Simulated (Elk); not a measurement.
**Magnetic state of CsV2S2O from several starts**

Aim: find out whether CsV2S2O carries moments, and which collinear order costs least.

Main program and level: Elk 11.2.3 (patched build); LDA (Perdew-Wang) with U = 4.10 eV, J = 0.90 eV on V d; all-electron APW+lo, Dirac cores, scalar-relativistic bands.

## 1. Starting point

It takes space group P4/mmm (No. 123, tetragonal). Conventional cell: a = 4.102 Å, b = 4.102 Å, c = 7.591 Å, α = 90.00°, β = 90.00°, γ = 90.00°. Cs has 8 S at 3.63 Å and 2 O at 3.80 Å nearest. V has 2 O at 2.05 Å and 4 S at 2.61 Å nearest. Nearest to S lie 4 V at 2.61 Å and 4 Cs at 3.63 Å. O has 4 V at 2.05 Å and 2 Cs at 3.80 Å nearest. Farther neighbours and most contacts between anions are not listed.

The cell comes from a database of computed structures and need not be the stable phase.

The settings of this session are not all sound (see the inputs), so it shows what such settings give, not the properties of the crystal.

## 2. Run 1 (ferro ++)

The parallel start comes first: it fits the smallest cell, keeps the most symmetry and shows whether parallel moments form. A Hubbard term is added for the open shell, as is usual where its electrons are localised.

Moments are seeded by fields in the spheres (the last three columns under atoms), set against the wanted direction and reduced each loop.

elk.in

```
tasks
  0

xctype
  3

rgkmax
  5.5

nempty
  12

swidth
  0.008

reducebf
  0.6

epsengy
  1e-05

maxscl
  100

lmaxi
  2

spinpol
  .true.

sppath
  './'

avec
  7.75114255771 0.00000000000 0.00000000000
  0.00000000000 7.75114255771 0.00000000000
  0.00000000000 0.00000000000 14.34549871686

atoms
  4
  'Cs.in'
  1
  0.0000000000 0.0000000000 0.5000000000   0.000000 0.000000 0.000000
  'V.in'
  2
  0.0000000000 0.5000000000 0.0000000000   0.000000 0.000000 -0.300000
  0.5000000000 0.0000000000 0.0000000000   0.000000 0.000000 -0.300000
  'S.in'
  2
  0.5000000000 0.5000000000 0.7881550000   0.000000 0.000000 0.000000
  0.5000000000 0.5000000000 0.2118450000   0.000000 0.000000 0.000000
  'O.in'
  1
  0.0000000000 0.0000000000 0.0000000000   0.000000 0.000000 0.000000

ngridk
  4 4 2

dft+u
  1 1
  2 2 0.150672 0.033074
```

Started as:

```console
> OMP_NUM_THREADS=4 elk
```

Numbers of over 12 decimals in the logs are rounded to 6 here.

Output:

```text
Warning(gndstate): forces or DFT+U at lmaxo under 8 : 6
  [figures from our tests cut]: type lmaxo 8 and lmaxapw 10

--- INFO.OUT ---
┌─────────────────────────┐
│ Elk code version 11.2.3 │
└─────────────────────────┘

All units are atomic (Hartree, Bohr, etc.)

┌─────────────────────────────────────────────────┐
│ Ground-state run starting from atomic densities │
└─────────────────────────────────────────────────┘

Lattice vectors :
   7.751142558       0.000000000       0.000000000
   0.000000000       7.751142558       0.000000000
   0.000000000       0.000000000       14.34549872

Reciprocal lattice vectors :
  0.8106140818       0.000000000       0.000000000
   0.000000000      0.8106140818       0.000000000
   0.000000000       0.000000000      0.4379900226

Unit cell volume      :    861.8805891
Brillouin zone volume :   0.2878011369

Muffin-tin inner radius fraction :   0.1000000000E-01

Nuclei treated as point charges

Species : 1 (Cs)
 parameters loaded from : Cs.in
 name : caesium
 nuclear charge    :   -55.00000000
 electronic charge :    55.00000000
 atomic mass :    242271.8146
 muffin-tin radius :    2.800000000
 number of radial points in muffin-tin :    697
 inner part over the whole radius :   0.9860525787E-02
 number on inner part of muffin-tin    :    498
 approximate nuclear radius :   0.9115647269E-04
 number of mesh points to nuclear radius :    252
 atomic positions (lattice), magnetic fields (Cartesian) :
  1 :   0.00000000  0.00000000  0.00000000    0.00000000  0.00000000  0.00000000

Species : 2 (V)
 parameters loaded from : V.in
 name : vanadium
 nuclear charge    :   -23.00000000
 electronic charge :    23.00000000
 atomic mass :    92860.67382
 muffin-tin radius :    2.186040731
 number of radial points in muffin-tin :    497
 inner part over the whole radius :   0.9885309983E-02
 number on inner part of muffin-tin    :    349
 approximate nuclear radius :   0.6897515165E-04
 number of mesh points to nuclear radius :    165
 atomic positions (lattice), magnetic fields (Cartesian) :
  1 :   0.00000000  0.50000000  0.50000000    0.00000000  0.00000000 -0.30000000
  2 :   0.50000000  0.00000000  0.50000000    0.00000000  0.00000000 -0.30000000

Species : 3 (S)
 parameters loaded from : S.in
 name : sulphur
 nuclear charge    :   -16.00000000
 electronic charge :    16.00000000
 atomic mass :    58450.91931
 muffin-tin radius :    2.200000000
 number of radial points in muffin-tin :    397
 inner part over the whole radius :   0.9701357800E-02
 number on inner part of muffin-tin    :    277
 approximate nuclear radius :   0.6195814986E-04
 number of mesh points to nuclear radius :    126
 atomic positions (lattice), magnetic fields (Cartesian) :
  1 :   0.50000000  0.50000000  0.28815500    0.00000000  0.00000000  0.00000000
  2 :   0.50000000  0.50000000 -0.28815500    0.00000000  0.00000000  0.00000000

Species : 4 (O)
 parameters loaded from : O.in
 name : oxygen
 nuclear charge    :   -8.000000000
 electronic charge :    8.000000000
 atomic mass :    29165.12205
 muffin-tin radius :    1.639530548
 number of radial points in muffin-tin :    297
 inner part over the whole radius :   0.9519365501E-02
 number on inner part of muffin-tin    :    203
 approximate nuclear radius :   0.5115538663E-04
 number of mesh points to nuclear radius :     87
 atomic positions (lattice), magnetic fields (Cartesian) :
  1 :   0.00000000  0.00000000  0.50000000    0.00000000  0.00000000  0.00000000

Total number of atoms per unit cell :    6
Total muffin-tin volume :    287.1346433
 ratio of muffin-tin to unit cell volume :   0.3331489848

Spin treatment :
 spin-polarised
 global magnetic field (Cartesian) :    0.000000000       0.000000000       0.000000000
 collinear magnetisation in z-direction

Number of Bravais lattice symmetries :   16
Number of crystal symmetries         :   16
Crystal has inversion symmetry
Real symmetric eigensolver will be used

k-point grid :      4     4     2
k-point offset :    0.000000000       0.000000000       0.000000000
k-point set is reduced with full crystal symmetry group
Total number of k-points :       12

Muffin-tin radius times maximum |G+k| :    5.500000000
 using average radius
Maximum |G+k| for APW functions       :    2.497802689
Maximum (1/2)|G+k|²                   :    3.119509136
Maximum |G| for potential and density :    12.00000000
Constant for pseudocharge density :    8
 order of it for each species :   15  15  15  15
 order of it for pair densities of each species (exact exchange by exxq0 0: 15) :   10   4   4   3
Radial integration step length :    1

G-vector grid sizes :     30    30    56
Number of G-vectors :    25047

Maximum angular momentum used for
 APW functions            :    8
 outer part of muffin-tin :    6
 inner part of muffin-tin :    2

Total nuclear charge    :   -141.0000000
Total core charge       :    78.00000000
Total valence charge    :    63.00000000
Total excess charge     :    0.000000000
Total electronic charge :    141.0000000

Effective Wigner radius, rₛ :    1.134261330

Number of empty states         :     72
Total number of valence states :    208
Total number of core states    :     78

Third-order local-orbitals added for an l without core states : T
Total number of local-orbitals :     72

Exchange-correlation functional :      3     0     0
 Perdew-Wang/Ceperley-Alder, Phys. Rev. B 45, 13244 (1992)
 gradient requirement :    0
 local density approximation (LDA)

DFT+U calculation
 fully localised limit (FLL)
 see Phys. Rev. B 52, R5467 (1995)
 species : 2 (V), l = 2, U =   0.15067200, J =   0.03307400

Smearing type :    3
 Fermi-Dirac
Smearing width :   0.8000000000E-02
Effective electronic temperature (K) :    2526.200198

Mixing type :    3
 Broyden mixing, J. Phys. A: Math. Gen. 17, L317 (1984)

Kohn-Sham potential initialised from atomic data

┌──────────────────────────────┐
│ Self-consistent loop started │
└──────────────────────────────┘

┌─────────────────┐
│ Loop number : 1 │
└─────────────────┘

Energies :
 Fermi                       :     0.98895819383126E-01
 sum of occupied eigenvalues :     -6379.3803177556
 electron kinetic            :      11070.213748821
 core electron kinetic       :      10621.532341440
 Coulomb                     :     -21290.787787450
 Coulomb potential           :     -17005.205373114
 nuclear-nuclear             :     -1079.4411310379
 electron-nuclear            :     -23439.751804104
 Hartree                     :      3228.4051476916
 Madelung                    :     -12788.185100893
 xc potential                :     -444.26241205428
 xc effective B-field        :    -0.97735425227643E-01
[...]
Coulomb potential           :     -17006.146977529
 nuclear-nuclear             :     -1079.4411310379
 electron-nuclear            :     -23438.970295343
 Hartree                     :      3227.5348559802
 Madelung                    :     -12787.803081636
 xc potential                :     -443.50805444590
 xc effective B-field        :    -0.147260
 external B-field            :      0.000000
 exchange                    :     -318.26625980413
 correlation                 :     -12.165761381070
 DFT+U                       :     0.154239
 electron entropic           :    -0.15927956195601E-01
 total energy                :     -10550.643463952
 (external B-field energy excluded from total)

Density of states at Fermi energy :    74.46721398
 (states/Hartree/unit cell)

Estimated indirect band gap :   0.2940033733E-02
 from k-point 5 to k-point 11
Estimated direct band gap   :   0.3302785261E-02
 at k-point 5

Charges :
 core                        :    78.00000000
 valence                     :    63.00000000
 interstitial                :    9.730864233
 muffin-tins (core leakage)
  species : 1 (Cs)
   atom 1                    :    52.90185072     (  0.9034448169E-05)
  species : 2 (V)
   atom 1                    :    20.72505290     ( -0.3471373784E-05)
   atom 2                    :    20.72505290     ( -0.3471373784E-05)
  species : 3 (S)
   atom 1                    :    14.64294513     (  0.6414408681E-04)
   atom 2                    :    14.64294513     (  0.6414408681E-04)
  species : 4 (O)
   atom 1                    :    7.631288969     ( -0.4336226917E-05)
 total in muffin-tins        :    131.2691358
 total calculated charge     :    140.9999544
 total charge                :    141.0000000
 error                       :   0.4561272848E-04

Moments :
 interstitial                :   0.7318713537
 muffin-tins
  species : 1 (Cs)
   atom 1                    :   0.2757569235E-02
  species : 2 (V)
   atom 1                    :    1.806163820
   atom 2                    :    1.806163820
  species : 3 (S)
   atom 1                    :  -0.1401197322E-01
   atom 2                    :  -0.1401197322E-01
  species : 4 (O)
   atom 1                    :   0.3363978419E-01
 total in muffin-tins        :    3.620701047
 total moment                :    4.352572400

RMS change in Kohn-Sham potential (target) :   0.2427718623     (  0.1000000000E-05)
Absolute change in total energy (target)   :   0.2385918751     (  0.1000000000E-04)

[... loops 3 to 51 left out ...]

┌──────────────────┐
│ Loop number : 52 │
└──────────────────┘

Energies :
 Fermi                       :     0.203496
 sum of occupied eigenvalues :     -6368.3085052038
 electron kinetic            :      11073.622878810
 core electron kinetic       :      10622.151289030
 Coulomb                     :     -21293.010110762
 Coulomb potential           :     -17004.160375050
 nuclear-nuclear             :     -1079.4411310379
 electron-nuclear            :     -23445.182540592
 Hartree                     :      3231.6135608685
 Madelung                    :     -12790.929923237
 xc potential                :     -437.58676778652
 xc effective B-field        :    -0.184241
 external B-field            :      0.000000
 exchange                    :     -318.30216206733
 correlation                 :     -12.159062520815
 DFT+U                       :     0.194426
 electron entropic           :    -0.94886927210307E-02
 total energy                :     -10549.663519633
 (external B-field energy excluded from total)

Density of states at Fermi energy :    44.66615726
 (states/Hartree/unit cell)

Estimated indirect band gap :   0.1118641841E-02
 from k-point 9 to k-point 11
Estimated direct band gap   :   0.1212873339E-01
 at k-point 5

Charges :
 core                        :    78.00000000
 valence                     :    63.00000000
 interstitial                :    9.935376692
 muffin-tins (core leakage)
  species : 1 (Cs)
   atom 1                    :    53.00508053     (  0.8729929512E-05)
  species : 2 (V)
   atom 1                    :    20.93883288     ( -0.3471404471E-05)
   atom 2                    :    20.93883288     ( -0.3471404471E-05)
  species : 3 (S)
   atom 1                    :    14.50904242     (  0.6343181735E-04)
   atom 2                    :    14.50904242     (  0.6343181735E-04)
  species : 4 (O)
   atom 1                    :    7.163792196     ( -0.4335608896E-05)
 total in muffin-tins        :    131.0646233
 total calculated charge     :    140.9999733
 total charge                :    141.0000000
 error                       :   0.2674621612E-04

Moments :
 interstitial                :   0.7894683176
 muffin-tins
  species : 1 (Cs)
   atom 1                    :   0.1835561735E-02
  species : 2 (V)
   atom 1                    :    2.010719377
   atom 2                    :    2.010719377
  species : 3 (S)
   atom 1                    :  -0.1021980903E-01
   atom 2                    :  -0.1021980903E-01
  species : 4 (O)
   atom 1                    :   0.4298586194E-01
 total in muffin-tins        :    4.045820559
 total moment                :    4.835288876

RMS change in Kohn-Sham potential (target) :   0.2101789236E-06 (  0.1000000000E-05)
Absolute change in total energy (target)   :   0.1391754267E-05 (  0.1000000000E-04)

Convergence targets achieved

┌──────────────────┐
│ Loop number : 53 │
└──────────────────┘

Energies :
 Fermi                       :     0.203496
 sum of occupied eigenvalues :     -6368.3085126699
 electron kinetic            :      11073.622879759
 core electron kinetic       :      10622.151290832
 Coulomb                     :     -21293.010109891
 Coulomb potential           :     -17004.160380550
 nuclear-nuclear             :     -1079.4411310379
 electron-nuclear            :     -23445.182533079
 Hartree                     :      3231.6135542259
 Madelung                    :     -12790.929919616
 xc potential                :     -437.58677147708
 xc effective B-field        :    -0.184241
 external B-field            :      0.000000
 exchange                    :     -318.30216141218
 correlation                 :     -12.159062587396
 DFT+U                       :     0.194426
 electron entropic           :    -0.94885908284600E-02
 total energy                :     -10549.663517052
 (external B-field energy excluded from total)

Density of states at Fermi energy :    44.66548004
 (states/Hartree/unit cell)

Estimated indirect band gap :   0.1118434934E-02
 from k-point 9 to k-point 11
Estimated direct band gap   :   0.1212990190E-01
 at k-point 5

Charges :
 core                        :    78.00000000
 valence                     :    63.00000000
 interstitial                :    9.935377516
 muffin-tins (core leakage)
  species : 1 (Cs)
   atom 1                    :    53.00508053     (  0.8729928602E-05)
  species : 2 (V)
   atom 1                    :    20.93883247     ( -0.3471405012E-05)
   atom 2                    :    20.93883247     ( -0.3471405012E-05)
  species : 3 (S)
   atom 1                    :    14.50904231     (  0.6343181591E-04)
   atom 2                    :    14.50904231     (  0.6343181591E-04)
  species : 4 (O)
   atom 1                    :    7.163792407     ( -0.4335608932E-05)
 total in muffin-tins        :    131.0646225
 total calculated charge     :    140.9999733
 total charge                :    141.0000000
 error                       :   0.2674618364E-04

Moments :
 interstitial                :   0.7894659026
 muffin-tins
  species : 1 (Cs)
   atom 1                    :   0.1835560564E-02
  species : 2 (V)
   atom 1                    :    2.010714529
   atom 2                    :    2.010714529
  species : 3 (S)
   atom 1                    :  -0.1021989273E-01
   atom 2                    :  -0.1021989273E-01
  species : 4 (O)
   atom 1                    :   0.4298728295E-01
 total in muffin-tins        :    4.045812116
 total moment                :    4.835278019

┌──────────────────────────────┐
│ Self-consistent loop stopped │
└──────────────────────────────┘

Warning : forces or DFT+U at lmaxo under 8 : 6

Wrote STATE.OUT
```

Wall time 3 min (4 threads of Arm Neoverse V1, shared host); peak memory 0.42 GiB; 11 min of CPU time.

Spin moment in the muffin-tin sphere by atom:

```csv
atom,spin moment in the muffin-tin sphere (μB)
Cs1,0.00
V2,2.01
V3,2.01
S4,-0.01
S5,-0.01
O6,0.04
```

Numbers from this step:

* density of states at the Fermi level: 1.641 states/eV/cell
* moment between the spheres: 0.7895 μB
* magnetization: 4.835 μB
* final state: ferromagnetic

After 53 cycles the largest moment stands at 2.01 μB.

(Continued in part 2 of 2.)

[Logs and program files are shortened in this print: banners, set-up blocks, solver, clock and traceback lines can be left out without a mark of their own.]

[Logs are printed without paths, hosts, clocks, repeated set-up lines and the standing remarks that a program may print on its own settings, such as how far it seeks lower states.]

[Hosts, paths, dates, database ids (printed as entryN), source tags and the programs' standing remarks are cut or masked in the printed files.]

[Where a cell is said to come from a database of computed structures, the database is the Materials Project.]
